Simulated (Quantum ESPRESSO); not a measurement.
## ZnS (F-43m): a worked LO-TO splitting

Wanted: the LO mode of ZnS (F-43m) from the TO mode and the field response.

Calculated with Quantum ESPRESSO 7.5; DFT LDA, scalar-relativistic, plane waves, PseudoDojo norm-conserving pseudopotentials.

The database entry behind the starting cell differs from later determinations by our own check (about 0.1 % short), so it need not match the best structure at ambient conditions.

### Step 1. Set-up

The structure is cubic, space group F-43m (No. 216). Conventional cell: a = 5.298 Å, b = 5.298 Å, c = 5.298 Å, α = 90.00°, β = 90.00°, γ = 90.00°. Zn has 4 S at 2.29 Å nearest. Nearest to S lie 4 Zn at 2.29 Å. Farther neighbours and most contacts between anions are not listed.

As a file:

```
CELL_PARAMETERS angstrom
-2.64875 0.00000 2.64875
0.00000 2.64875 2.64875
-2.64875 2.64875 0.00000
ATOMIC_POSITIONS crystal
Zn 0.25000 0.25000 0.25000
S 0.00000 0.00000 0.00000
```

This is the cell after its relaxation at this level of theory, not the database cell from which that began.

### Step 2. What the response run gave

A linear-response run on the relaxed cell, with the response to an electric field; only its zone-centre results are used. Cutoff 84 Ry, k mesh 12×12×12.

Log:

```text
[banners, grids, parts of the stress and lines that vanish by symmetry left out]
Program PHONON v.7.5
     Reading xml data from directory:

[...]
Exchange-correlation= PW
                           (   1   4   0   0   0   0   0)
[...]
kinetic-energy cut-off    =      84.0000  Ry
     charge density cut-off    =     336.0000  Ry
     convergence threshold     =      1.0E-18
[...]
Exchange-correlation= PW
                           (   1   4   0   0   0   0   0)
[...]
q = (   0.0000000   0.0000000   0.0000000 )
     25 Sym.Ops. (with q -> -q+G )
     G cutoff =  426.4715  (  26229 G-vectors)     FFT grid: ( 45, 45, 45)
     number of k points=    72
[...]
Mode symmetry, T_d (-43m)  point group:
[...]
Dielectric constant
[...]
End of electric fields calculation
          Dielectric constant in cartesian axis
          (       6.227268596      -0.000000000      -0.000000000 )
          (       0.000000000       6.227268596      -0.000000000 )
          (      -0.000000000      -0.000000000       6.227268596 )
          Effective charges (d Force / dE) in cartesian axis without acoustic sum rule applied (asr)
           atom    1  Zn    Mean Z*:        1.90793
      Ex  (        1.90793       -0.00000       -0.00000 )
      Ey  (       -0.00000        1.90793        0.00000 )
      Ez  (       -0.00000        0.00000        1.90793 )
           atom    2  S     Mean Z*:       -1.90894
      Ex  (       -1.90894        0.00000       -0.00000 )
      Ey  (        0.00000       -1.90894       -0.00000 )
      Ez  (       -0.00000       -0.00000       -1.90894 )
          Effective charges Sum: Mean:       -0.00101
[...]
Effective charges (d Force / dE) in cartesian axis with asr applied:
           atom    1  Zn    Mean Z*:        1.90844
[...]
atom    2  S     Mean Z*:       -1.90844
[...]
Representation #   1 modes #   1   2   3
[...]
End of self-consistent calculation
     Convergence has been achieved
     Representation #   2 modes #   4   5   6
[...]
End of self-consistent calculation
     Convergence has been achieved
[...]
Dielectric constant in cartesian axis
          (       6.227268596      -0.000000000      -0.000000000 )
          (       0.000000000       6.227268596      -0.000000000 )
          (      -0.000000000      -0.000000000       6.227268596 )
          Effective charges (d Force / dE) in cartesian axis without acoustic sum rule applied (asr)
           atom    1  Zn    Mean Z*:        1.90793
      Ex  (        1.90793       -0.00000       -0.00000 )
      Ey  (       -0.00000        1.90793        0.00000 )
      Ez  (       -0.00000        0.00000        1.90793 )
           atom    2  S     Mean Z*:       -1.90894
      Ex  (       -1.90894        0.00000       -0.00000 )
      Ey  (        0.00000       -1.90894       -0.00000 )
      Ez  (       -0.00000       -0.00000       -1.90894 )
          Effective charges Sum: Mean:       -0.00101
[...]
Effective charges (d Force / dE) in cartesian axis with asr applied:
           atom    1  Zn    Mean Z*:        1.90844
[...]
atom    2  S     Mean Z*:       -1.90844
[...]
q = (    0.000000000   0.000000000   0.000000000 )
[...]
freq (    1) =       0.084900 [THz] =       2.831944 [cm-1]
     freq (    2) =       0.084900 [THz] =       2.831944 [cm-1]
     freq (    3) =       0.084900 [THz] =       2.831944 [cm-1]
     freq (    4) =       8.729817 [THz] =     291.195347 [cm-1]
     freq (    5) =       8.729817 [THz] =     291.195347 [cm-1]
     freq (    6) =       8.729817 [THz] =     291.195347 [cm-1]
[...]
Mode symmetry, T_d (-43m)  point group:
     freq (   1-   3) =          2.8  [cm-1]   --> T_2  G_15 P_4   I+R
     freq (   4-   6) =        291.2  [cm-1]   --> T_2  G_15 P_4   I+R

   JOB DONE.
```

```csv
quantity,value
cell volume Ω (Å³),37.167
mass of Zn (u),65.380
mass of S (u),32.060
"Born charge of Zn, raw (e)",1.908
"Born charge of S, raw (e)",-1.909
ε∞,6.227
ω(TO) after the sum rule (cm⁻¹),291.2
```

### Step 3. The calculation

The charges must sum to zero over the cell; taking off their mean, -0.001 e, leaves Z* = 1.908 e on Zn. In the polar mode Zn moves against S, so the reduced mass is μ = 65.38 × 32.06 / 97.44 = 21.512 u.

A longitudinal wave builds up a field that adds to the restoring force: ω(LO)² = ω(TO)² + 4π Z*² / (μ Ω ε∞), in Hartree atomic units. With μ = 39213 electron masses and Ω = 250.81 bohr³ the second term is 7.4725e-07 Ha², or 35994 cm⁻² (1 Ha = 219474.6 cm⁻¹).

So ω(LO) = √(84792 + 35994) = 347.5 cm⁻¹, and by the Lyddane-Sachs-Teller relation ε₀ = ε∞ (ω(LO)/ω(TO))² = 8.87.

### Step 4. Check against the program

The analysis program adds the same non-analytic term to the full matrix, here for q along (1 0 0).

Log:

```text
[banner, memory and clock lines left out]
Program DYNMAT v.7.5

     Reading Dynamical Matrix from file g.dyn
     ...Force constants read
     ...epsilon and Z* read

     Polarizability (A^3 units)
     multiply by 0.364641 for Clausius-Mossotti correction
        15.460341    0.000000   -0.000000
        -0.000000   15.460341   -0.000000
        -0.000000   -0.000000   15.460341

     IR activities are in (D/A)^2/amu units

# mode   [cm-1]    [THz]      IR
    1     -0.00   -0.0000    0.0000
    2     -0.00   -0.0000    0.0000
    3      0.00    0.0000    0.0000
    4    291.19    8.7297    3.9062
    5    291.19    8.7297    3.9062
    6    347.54   10.4191    3.9062
```

ε₀ comes from the program's run without a direction of q.

```csv
quantity,by hand,program
ω(LO) (cm⁻¹),347.5,347.5
ε₀,8.87,8.87
```

### Step 5. What came out

```yaml
to_mode: 291.2 cm⁻¹
lo_mode: 347.5 cm⁻¹
static_dielectric_constant: 8.871
```

In words: The LO mode of ZnS (F-43m) lies at 348 cm⁻¹, 56 cm⁻¹ above the TO mode; the formula meets the program within 0.1 cm⁻¹, as it must for a cubic crystal with one polar mode. ω(LO)² − ω(TO)² goes with Z*²/ε∞: an error of 5 % in ε∞ would move the LO mode by 2.5 cm⁻¹, and semilocal functionals tend to overestimate ε∞. These are harmonic values at zero temperature, at the volume of this functional, for the structure held cubic; stability elsewhere in the zone is no part of this calculation.

[Host names and launcher messages were left out of these logs when they were recorded.]

[Logs are printed without paths, hosts, clocks, repeated set-up lines and the standing remarks that a program may print on its own settings, such as how far it seeks lower states.]

[Hosts, paths, dates, database ids (printed as entryN), source tags and the programs' standing remarks are cut or masked in the printed files.]
